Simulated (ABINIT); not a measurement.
# Quasiparticle gap of NaF (Villiaumite) in ABINIT, part 2 of 3

Aim: the G0W0 gap of NaF (Villiaumite) on PBEsol, step by step.

ABINIT 10.8.3; PBEsol and many-body steps on it, plane waves. Known limits of the many-body steps: not at the basis limit; coarse k mesh.

So far. Step 2 (Ground state): The gap is direct, at Γ.

## Step 3: Bands along the symmetry lines

Level of this step: DFT, PBEsol, plane waves, norm-conserving pseudopotentials (ABINIT).

The cheap functional maps the bands first; the places of the edges decide which points the dearer methods must see.

run.abi reads:

```
acell 3*1.0 Angstrom
rprim 
  -0.000000000000 2.320000000000 2.320000000000
  2.320000000000 -0.000000000000 2.320000000000
  2.320000000000 2.320000000000 -0.000000000000
ntypat 2
znucl 11 9
natom 2
typat 1 2
xred 
  0.000000000000 0.000000000000 0.000000000000
  0.500000000000 0.500000000000 0.500000000000
pp_dirpath "pseudos"
pseudos "Na.upf, F.upf"
ecut 38
iscf -2
irdden 1
kptopt 0
nkpt 50
kpt 
  0.00000000 0.00000000 0.00000000
  0.06250000 0.00000000 0.06250000
  0.12500000 0.00000000 0.12500000
  0.18750000 0.00000000 0.18750000
  0.25000000 0.00000000 0.25000000
  0.31250000 0.00000000 0.31250000
  0.37500000 0.00000000 0.37500000
  0.43750000 0.00000000 0.43750000
  0.50000000 0.00000000 0.50000000
  0.51562500 0.03125000 0.51562500
  0.53125000 0.06250000 0.53125000
  0.54687500 0.09375000 0.54687500
  0.56250000 0.12500000 0.56250000
  0.57812500 0.15625000 0.57812500
  0.59375000 0.18750000 0.59375000
  0.60937500 0.21875000 0.60937500
  0.62500000 0.25000000 0.62500000
  0.37500000 0.37500000 0.75000000
  0.32812500 0.32812500 0.65625000
  0.28125000 0.28125000 0.56250000
  0.23437500 0.23437500 0.46875000
  0.18750000 0.18750000 0.37500000
  0.14062500 0.14062500 0.28125000
  0.09375000 0.09375000 0.18750000
  0.04687500 0.04687500 0.09375000
  0.00000000 0.00000000 0.00000000
  0.06250000 0.06250000 0.06250000
  0.12500000 0.12500000 0.12500000
  0.18750000 0.18750000 0.18750000
  0.25000000 0.25000000 0.25000000
  0.31250000 0.31250000 0.31250000
  0.37500000 0.37500000 0.37500000
  0.43750000 0.43750000 0.43750000
  0.50000000 0.50000000 0.50000000
  0.50000000 0.46875000 0.53125000
  0.50000000 0.43750000 0.56250000
  0.50000000 0.40625000 0.59375000
  0.50000000 0.37500000 0.62500000
  0.50000000 0.34375000 0.65625000
  0.50000000 0.31250000 0.68750000
  0.50000000 0.28125000 0.71875000
  0.50000000 0.25000000 0.75000000
  0.50000000 0.21875000 0.71875000
  0.50000000 0.18750000 0.68750000
  0.50000000 0.15625000 0.65625000
  0.50000000 0.12500000 0.62500000
  0.50000000 0.09375000 0.59375000
  0.50000000 0.06250000 0.56250000
  0.50000000 0.03125000 0.53125000
  0.50000000 0.00000000 0.50000000
istwfk *1
nband 15
nbdbuf 2
tolwfr 1e-08
nstep 40
prtwf 0
prtvol 0
indata_prefix "in"
outdata_prefix "out"
tmpdata_prefix "tmp"
```

Started as:

```bash
OMP_NUM_THREADS=1 mpirun -n 4 abinit run.abi > log
```

Numbers of over 12 decimals in the logs are rounded to 6 here.

The program printed:

```text
.Version 10.8.3 of ABINIT. v10.8.2 released Aug 2026.

 Symmetries : space group Fm -3 m (#225); Bravais cF (face-center cubic)
[... echo of the input left out ...]
== DATASET  1 ==================================================================
-   mpi_nproc: 4, omp_nthreads: 1 (-1 if OMP is not activated)

--- !DatasetInfo
iteration_state: {dtset: 1, }
dimensions: {natom: 2, nkpt: 50, mband: 15, nsppol: 1, nspinor: 1, nspden: 1, mpw: 1917, }
cutoff_energies: {ecut:  38.0, pawecutdg:  -1.0, }
electrons: {nelect:   1.60000000E+01, charge:   0.00000000E+00, occopt:   1.00000000E+00, tsmear:   1.00000000E-02, }

 Real(R)+Recip(G) space primitive vectors, cartesian coordinates (Bohr,Bohr^-1):
 R(1)=  0.0000000  4.3841646  4.3841646  G(1)= -0.1140468  0.1140468  0.1140468
 R(2)=  4.3841646  0.0000000  4.3841646  G(2)=  0.1140468 -0.1140468  0.1140468
 R(3)=  4.3841646  4.3841646  0.0000000  G(3)=  0.1140468  0.1140468 -0.1140468
 Unit cell volume ucvol=  1.6853517E+02 bohr^3
 Angles (23,13,12)=  6.00000000E+01  6.00000000E+01  6.00000000E+01 degrees

 getcut: wavevector=  0.0000  0.0000  0.0000  ngfft=  36  36  36
         ecut(hartree)=     38.000   => boxcut(ratio)=   2.09240

--- Pseudopotential description ------------------------------------------------
- Na Generated using ONCVPSP code by D. R. Hamann
- 11.00000   9.00000  180301                  znucl, zion, pspdat
12 -116133 1 -1 2016                          pspcod,pspxc,lmax,lloc,mmax
     nproj     2     2     0
  pspatm : epsatm=    9.32918808
         --- l  ekb(1:nproj) -->
             0    2.657905   -0.678300
             1   -6.761319   -2.404728
 pspatm: atomic psp has been read  and splines computed

- F Generated using ONCVPSP code by D. R. Hamann
-  9.00000   7.00000  180301                  znucl, zion, pspdat
12 -116133 2 -1 832                           pspcod,pspxc,lmax,lloc,mmax
     nproj     2     2     1
  pspatm : epsatm=    4.89824381
         --- l  ekb(1:nproj) -->
             0    6.506434    1.065875
[...]
2   -2.394754
 pspatm: atomic psp has been read  and splines computed

--------------------------------------------------------------------------------

================================================================================
 prteigrs : about to open file out_EIG
 Non-SCF case, kpt    1 (  0.00000  0.00000  0.00000), residuals and eigenvalues=
  7.19E-09  1.24E-09  1.47E-09  4.36E-09  7.57E-09  9.87E-10  7.36E-09  9.32E-09
  3.52E-09  5.08E-10  3.61E-09  8.49E-09  2.40E-09  3.65E-09  3.80E-08
 -1.7737E+00 -7.5210E-01 -7.4655E-01 -7.4655E-01 -7.4655E-01 -5.4556E-02
 -5.4556E-02 -5.4556E-02  1.7257E-01  6.4004E-01  6.4004E-01  6.4004E-01
[...]
Non-SCF case, kpt    2 (  0.06250  0.00000  0.06250), residuals and eigenvalues=
  3.82E-09  2.94E-09  1.89E-09  4.81E-09  1.90E-09  5.13E-09  1.75E-09  7.87E-10
[...]
2.24E-09  8.69E-09  3.18E-09  7.75E-09  4.12E-09  4.29E-09  2.60E-09  7.29E-09
  4.77E-09  2.44E-09  1.10E-09  7.22E-09  3.60E-09  2.87E-09  6.10E-09
[...]
Non-SCF case, kpt   49 (  0.50000  0.03125  0.53125), residuals and eigenvalues=
[...]
Non-SCF case, kpt   50 (  0.50000  0.00000  0.50000), residuals and eigenvalues=
[...]
-1.7730E+00 -7.5172E-01 -7.4850E-01 -7.4850E-01 -7.4300E-01 -1.0180E-01
 -6.9487E-02 -6.9487E-02  4.2184E-01  4.2876E-01  4.4297E-01  6.6616E-01
[...]
--- !ResultsGS
iteration_state: {dtset: 1, }
comment   : Summary of ground state results
lattice_vectors:
- [ -0.0000000,   4.3841646,   4.3841646, ]
- [  4.3841646,  -0.0000000,   4.3841646, ]
- [  4.3841646,   4.3841646,  -0.0000000, ]
lattice_lengths: [   6.20015,    6.20015,    6.20015, ]
lattice_angles: [ 60.000,  60.000,  60.000, ] # degrees, (23, 13, 12)
lattice_volume:   1.6853517E+02
convergence: {deltae:  0.000E+00, res2:  0.000E+00, residm:  9.992E-09, diffor:  0.000E+00, }
etotal    :  -7.03042563E+01
entropy   :   0.00000000E+00
fermie    :  -5.45562277E-02
cartesian_stress_tensor: null
pressure_GPa: null
xred      :
- [  0.0000E+00,   0.0000E+00,   0.0000E+00, Na]
- [  5.0000E-01,   5.0000E-01,   5.0000E-01,  F]
cartesian_forces: null
force_length_stats: {min: null, max: null, mean: null, }

 Integrated electronic density in atomic spheres:
 ------------------------------------------------
 Atom  Sphere_radius  Integrated_density
[...]
================================================================================

 ----iterations are completed or convergence reached----

 Mean square residual over all n,k,spin=   35.177E-10; max=  99.925E-10
 reduced coordinates (array xred) for    2 atoms
       0.000000000000      0.000000000000      0.000000000000
       0.500000000000      0.500000000000      0.500000000000

 cartesian coordinates (angstrom) at end:
    1      0.000000     0.000000     0.000000
    2      2.320000     2.320000     2.320000
 length scales=  1.889726125908  1.889726125908  1.889726125908 bohr
              =  1.000000000000  1.000000000000  1.000000000000 angstroms
 prteigrs : about to open file out_EIG
 Eigenvalues (hartree) for nkpt=  50  k points:
 kpt#   1, nband= 15, wtk=  1.00000, kpt=  0.0000  0.0000  0.0000 (reduced coord)
[...]
kpt#   2, nband= 15, wtk=  1.00000, kpt=  0.0625  0.0000  0.0625 (reduced coord)
[...]
kpt#   3, nband= 15, wtk=  1.00000, kpt=  0.1250  0.0000  0.1250 (reduced coord)
[...]
kpt#  49, nband= 15, wtk=  1.00000, kpt=  0.5000  0.0313  0.5313 (reduced coord)
  -1.77305   -0.75169   -0.75003   -0.74853   -0.74142   -0.10153   -0.06985   -0.06973
   0.42188    0.42866    0.44437    0.66195    0.66845    0.82830    1.00123
 kpt#  50, nband= 15, wtk=  1.00000, kpt=  0.5000  0.0000  0.5000 (reduced coord)
  -1.77305   -0.75172   -0.74850   -0.74850   -0.74300   -0.10180   -0.06949   -0.06949
   0.42184    0.42876    0.44297    0.66616    0.66616    0.82396    1.00144

== END DATASET(S) ==============================================================
================================================================================

 -outvars: echo values of variables after computation  --------
            nband          15
             nkpt          50
          spgroup         225
 [... the other variables as echoed above ...]

 Calculation completed.
```

Wall time 5 s (4 MPI ranks of Arm Neoverse V2, shared host); peak memory 0.26 GiB.

This step gave:

* gap: 6.181 eV
* k of the valence top: 0, 0, 0
* k of the conduction bottom: 0, 0, 0
* least direct gap: 6.181 eV

The gap is 6.181 eV, as in the run before at this level.

The electronic bands at the labelled points (eV, zero at the top of the highest filled band; v1 is the highest filled band, c1 the lowest empty one):

```csv
point,v4,v3,v2,v1,c1,c2,c3,c4
Γ,-18.83,0.00,0.00,0.00,6.18,18.90,18.90,18.90
halfway,-18.38,-0.91,-0.21,-0.21,8.61,14.86,19.00,19.28
X,-18.73,-1.29,-0.41,-0.41,12.96,13.15,13.54,19.61
halfway,-18.55,-1.23,-0.54,-0.40,12.98,13.10,13.84,19.30
U,-18.34,-1.07,-0.83,-0.37,12.67,13.05,14.64,19.28
jump to K,-18.34,-1.07,-0.83,-0.37,12.67,13.05,14.64,19.28
halfway,-18.24,-1.02,-0.32,-0.16,8.81,14.56,18.13,20.85
Γ,-18.83,0.00,0.00,0.00,6.18,18.90,18.90,18.90
halfway,-18.29,-0.90,-0.13,-0.13,8.04,15.00,19.64,19.64
L,-18.02,-1.59,-0.25,-0.25,10.62,12.33,19.98,19.98
halfway,-18.16,-1.31,-0.58,-0.34,11.62,12.57,17.02,18.85
W,-18.32,-0.88,-0.88,-0.57,13.04,13.04,15.13,16.77
halfway,-18.46,-1.17,-0.55,-0.49,12.98,13.11,14.12,18.27
X,-18.73,-1.29,-0.41,-0.41,12.96,13.15,13.54,19.61
```

The electronic bands as a text plot (rows in eV, shown from -8.0 to 12.2 only):

```
   11.8 |          ++      +                          ++
   10.9 |         +         ++                   +++++
   10.1 |                     ++                +
    9.2 |       ++                             +
    8.4 |     ++                +           +++
    7.6 |    +                   ++        +
    6.7 | +++                      +++  +++
    5.9 |+                            ++
    5.0 |
    4.2 |
    3.4 |
    2.5 |
    1.7 |
    0.8 |
    0.0 |***********************************************       **
   -0.9 |    ******** *************        ****      ***********
   -1.7 |            *                         ********         *
   -2.5 |
   -3.4 |
   -4.2 |
   -5.1 |
   -5.9 |
   -6.7 |
   -7.6 |
         Γ           X  U|K            Γ         L        W     X
```

## Step 4: Empty states on the mesh, 4×4×4 mesh, 42 bands

The sums over transitions need many empty states on a uniform mesh; this step solves for them.

run.abi reads:

```
acell 3*1.0 Angstrom
rprim 
  -0.000000000000 2.320000000000 2.320000000000
  2.320000000000 -0.000000000000 2.320000000000
  2.320000000000 2.320000000000 -0.000000000000
ntypat 2
znucl 11 9
natom 2
typat 1 2
xred 
  0.000000000000 0.000000000000 0.000000000000
  0.500000000000 0.500000000000 0.500000000000
pp_dirpath "pseudos"
pseudos "Na.upf, F.upf"
ecut 38
ngkpt 4 4 4
nshiftk 1
shiftk 0 0 0
kptopt 1
chksymbreak 0
iscf -2
irdden 1
istwfk *1
nband 42
nbdbuf 4
tolwfr 1e-09
nstep 60
prtvol 0
indata_prefix "in"
outdata_prefix "out"
tmpdata_prefix "tmp"
```

The program printed:

```text
.Version 10.8.3 of ABINIT. v10.8.2 released Aug 2026.

 Symmetries : space group Fm -3 m (#225); Bravais cF (face-center cubic)
[... echo of the input left out ...]
== DATASET  1 ==================================================================
-   mpi_nproc: 4, omp_nthreads: 1 (-1 if OMP is not activated)

--- !DatasetInfo
iteration_state: {dtset: 1, }
dimensions: {natom: 2, nkpt: 8, mband: 42, nsppol: 1, nspinor: 1, nspden: 1, mpw: 1917, }
cutoff_energies: {ecut:  38.0, pawecutdg:  -1.0, }
electrons: {nelect:   1.60000000E+01, charge:   0.00000000E+00, occopt:   1.00000000E+00, tsmear:   1.00000000E-02, }

 Real(R)+Recip(G) space primitive vectors, cartesian coordinates (Bohr,Bohr^-1):
 R(1)=  0.0000000  4.3841646  4.3841646  G(1)= -0.1140468  0.1140468  0.1140468
 R(2)=  4.3841646  0.0000000  4.3841646  G(2)=  0.1140468 -0.1140468  0.1140468
 R(3)=  4.3841646  4.3841646  0.0000000  G(3)=  0.1140468  0.1140468 -0.1140468
 Unit cell volume ucvol=  1.6853517E+02 bohr^3
 Angles (23,13,12)=  6.00000000E+01  6.00000000E+01  6.00000000E+01 degrees

 getcut: wavevector=  0.0000  0.0000  0.0000  ngfft=  36  36  36
         ecut(hartree)=     38.000   => boxcut(ratio)=   2.09240

--- Pseudopotential description ------------------------------------------------
- Na Generated using ONCVPSP code by D. R. Hamann
- 11.00000   9.00000  180301                  znucl, zion, pspdat
12 -116133 1 -1 2016                          pspcod,pspxc,lmax,lloc,mmax
     nproj     2     2     0
  pspatm : epsatm=    9.32918808
         --- l  ekb(1:nproj) -->
             0    2.657905   -0.678300
             1   -6.761319   -2.404728
 pspatm: atomic psp has been read  and splines computed

- F Generated using ONCVPSP code by D. R. Hamann
-  9.00000   7.00000  180301                  znucl, zion, pspdat
12 -116133 2 -1 832                           pspcod,pspxc,lmax,lloc,mmax
     nproj     2     2     1
  pspatm : epsatm=    4.89824381
         --- l  ekb(1:nproj) -->
             0    6.506434    1.065875
[...]
2   -2.394754
 pspatm: atomic psp has been read  and splines computed

--------------------------------------------------------------------------------

================================================================================
 prteigrs : about to open file out_EIG
 Non-SCF case, kpt    1 (  0.00000  0.00000  0.00000), residuals and eigenvalues=
  1.35E-10  8.01E-11  3.24E-10  2.15E-10  3.34E-10  1.96E-10  5.48E-10  3.30E-10
  1.23E-10  1.42E-10  7.07E-10  2.49E-10  9.87E-11  8.07E-11  3.12E-10  5.73E-11
  4.62E-10  1.78E-10  1.02E-10  6.90E-10  5.49E-10  3.60E-11  2.13E-10  3.52E-10
[...]
6.57E-05  9.57E-04
 -1.7737E+00 -7.5210E-01 -7.4655E-01 -7.4655E-01 -7.4655E-01 -5.4556E-02
 -5.4556E-02 -5.4556E-02  1.7257E-01  6.4004E-01  6.4004E-01  6.4004E-01
  7.3704E-01  8.2696E-01  8.2696E-01  9.2422E-01  9.2422E-01  9.2422E-01
  1.1819E+00  1.1819E+00  1.1819E+00  1.3719E+00  1.7140E+00  1.7140E+00
  1.7140E+00  1.7577E+00  1.8620E+00  1.8620E+00  1.8870E+00  1.8870E+00
  1.8870E+00  2.1964E+00  2.1964E+00  2.3214E+00  2.3214E+00  2.3214E+00
  2.4134E+00  2.4134E+00  2.4134E+00  2.5903E+00  2.5903E+00  2.5910E+00
 prteigrs : prtvol=0 or 1, do not print more k-points.

--- !ResultsGS
iteration_state: {dtset: 1, }
comment   : Summary of ground state results
lattice_vectors:
- [ -0.0000000,   4.3841646,   4.3841646, ]
- [  4.3841646,  -0.0000000,   4.3841646, ]
- [  4.3841646,   4.3841646,  -0.0000000, ]
lattice_lengths: [   6.20015,    6.20015,    6.20015, ]
lattice_angles: [ 60.000,  60.000,  60.000, ] # degrees, (23, 13, 12)
lattice_volume:   1.6853517E+02
convergence: {deltae:  0.000E+00, res2:  0.000E+00, residm:  9.671E-10, diffor:  0.000E+00, }
etotal    :  -7.03042563E+01
entropy   :   0.00000000E+00
fermie    :  -5.45562277E-02
cartesian_stress_tensor: null
pressure_GPa: null
xred      :
- [  0.0000E+00,   0.0000E+00,   0.0000E+00, Na]
- [  5.0000E-01,   5.0000E-01,   5.0000E-01,  F]
cartesian_forces: null
force_length_stats: {min: null, max: null, mean: null, }

 Integrated electronic density in atomic spheres:
 ------------------------------------------------
 Atom  Sphere_radius  Integrated_density
[...]
================================================================================

 ----iterations are completed or convergence reached----

 Mean square residual over all n,k,spin=   35.526E-11; max=  96.712E-11
 reduced coordinates (array xred) for    2 atoms
       0.000000000000      0.000000000000      0.000000000000
       0.500000000000      0.500000000000      0.500000000000

 cartesian coordinates (angstrom) at end:
    1      0.000000     0.000000     0.000000
    2      2.320000     2.320000     2.320000
 length scales=  1.889726125908  1.889726125908  1.889726125908 bohr
              =  1.000000000000  1.000000000000  1.000000000000 angstroms
 prteigrs : about to open file out_EIG
 Eigenvalues (hartree) for nkpt=   8  k points:
 kpt#   1, nband= 42, wtk=  0.01563, kpt=  0.0000  0.0000  0.0000 (reduced coord)
[...]
1.71396    1.75774    1.86203    1.86203    1.88699    1.88699    1.88699    2.19636
   2.19636    2.32142    2.32142    2.32142    2.41339    2.41339    2.41339    2.59027
   2.59035    2.59102
 prteigrs : prtvol=0 or 1, do not print more k-points.

== END DATASET(S) ==============================================================
================================================================================

 -outvars: echo values of variables after computation  --------
            nband          42
             nkpt           8
          spgroup         225
 [... the other variables as echoed above ...]

 Calculation completed.
```

It took 3.8 s on 4 MPI ranks; peak memory 0.25 GiB; 15 s of CPU time.

This step gave:

* gap: 6.181 eV
* k of the valence top: 0, 0, 0
* k of the conduction bottom: 0, 0, 0
* least direct gap: 6.181 eV
* k points computed: 8
* lowest point of the top converged band, above the valence top: 62.2422 eV

On this mesh the gap is 6.181 eV.

## Step 5: Screening, 4×4×4 mesh, 38 bands, screening to 130.6 eV

The RPA dielectric matrix is built and inverted for each q.

This step: RPA screening on PBEsol, plane waves, norm-conserving pseudopotentials.

run.abi, as its differences from that of step 4:

```diff
@@ -20,10 +20,11 @@
 chksymbreak 0
-iscf -2
-irdden 1
 istwfk *1
-nband 42
-nbdbuf 4
-tolwfr 1e-09
-nstep 60
-prtvol 0
+occopt 1
+irdwfk 1
+optdriver 3
+nband 38
+ecuteps 4.8
+inclvkb 2
+awtr 1
+symchi 1
 indata_prefix "in"
```

The program printed:

```text
.Version 10.8.3 of ABINIT. v10.8.2 released Aug 2026.

 Symmetries : space group Fm -3 m (#225); Bravais cF (face-center cubic)
[... echo of the input left out ...]
== DATASET  1 ==================================================================
-   mpi_nproc: 4, omp_nthreads: 1 (-1 if OMP is not activated)

--- !DatasetInfo
iteration_state: {dtset: 1, }
dimensions: {natom: 2, nkpt: 8, mband: 38, nsppol: 1, nspinor: 1, nspden: 1, mpw: 1917, }
cutoff_energies: {ecut:  38.0, pawecutdg:  -1.0, }
electrons: {nelect:   1.60000000E+01, charge:   0.00000000E+00, occopt:   1.00000000E+00, tsmear:   1.00000000E-02, }

 SCREENING: Calculation of the susceptibility and dielectric matrices

 Based on a program developped by R.W. Godby, V. Olevano, G. Onida, and L. Reining.
 Incorporated in ABINIT by V. Olevano, G.-M. Rignanese, and M. Torrent.
.Using double precision arithmetic ; gwpc =  8

[... cell and pseudopotentials left out ...]
--------------------------------------------------------------------------------

 ==== K-mesh for the wavefunctions ====
 Number of points in the irreducible wedge :     8
[... list of points left out ...]
 Together with 48 symmetry operations and time-reversal symmetry
 yields    64 points in the full Brillouin Zone.

 ==== Q-mesh for the screening function ====
 Number of points in the irreducible wedge :     8
[... list of points left out ...]
 Together with 48 symmetry operations and time-reversal symmetry
 yields    64 points in the full Brillouin Zone.

 setmesh: FFT mesh size selected  =    24x   24x   24
          total number of points  =        13824

 vcoul_init : cutoff-mode = AUXILIARY_FUNCTION
 q-points for optical limit:   1
     1)      0.000010    0.000020    0.000030

- screening: taking advantage of time-reversal symmetry
- Maximum band index for partially occupied states nbvw = 8
- Remaining bands to be divided among processors   nbcw = 30
- Number of bands treated by each node ~7

 Number of electrons calculated from density =   16.0000; Expected =   16.0000
 average of density, n =  0.094936
 r_s =    1.3599
 omega_plasma =   29.7215 [eV]

 calculating chi0 at frequencies [eV] :
  1    0.000000E+00    0.000000E+00
  2    0.000000E+00    2.972147E+01

--------------------------------------------------------------------------------
  q-point number  1        q = ( 0.000000, 0.000000, 0.000000) [r.l.u.]
--------------------------------------------------------------------------------
[... chi0 elements left out ...]
 For q-point:  0.000010 0.000020 0.000030
  dielectric constant =   1.8148
  dielectric constant without local fields =   1.8976

  Average fulfillment of the sum rule on Im[epsilon] for q-point    1 :     35.11  [%]
[... wings left out ...]
  q-point number  2        q = ( 0.250000, 0.000000, 0.000000) [r.l.u.]
--------------------------------------------------------------------------------
[... chi0 elements left out ...]
  Average fulfillment of the sum rule on Im[epsilon] for q-point    2 :     51.16  [%]

 [... 6 further q-points ...]
```

Run time: 4.3 s. Hardware: 4 MPI ranks; peak memory 0.4 GiB; 17 s of CPU time.

This step gave:

```yaml
eps_infinity_with_local_fields_on_this_mesh_along_the_program_s_q_direction: 1.815
the_same_without_local_fields: 1.898
plasma_frequency: 29.72 eV
plane_waves_in_the_screening_matrix: 65
```

Local fields lower ε∞ by 4 %. On a Γ-centred mesh this coarse the value itself is usually too large, while a short band sum pulls it down.

(Part 2 of 3 ends here.)

[Paths, hosts, dates, memory and timing lines, banners, echoed tables and standing remarks are left out of the program output.]

[Logs are printed without paths, hosts, clocks, repeated set-up lines and the standing remarks that a program may print on its own settings, such as how far it seeks lower states.]

[Runs of the session that timed out or met a known fault of the program may be left out.]

[Hosts, paths, dates, database ids (printed as entryN), source tags and the programs' standing remarks are cut or masked in the printed files.]

[G0W0 gaps are taken among the corrected bands and points alone; a level outside them can change the order at an edge.]

[Where Ansatz stands beside ABINIT at settings called matched, ABINIT's density can come from a denser mesh and the files from another edition; pairs whose starting gaps differed by over 0.03 eV were left out, so agreement reads better than it is.]
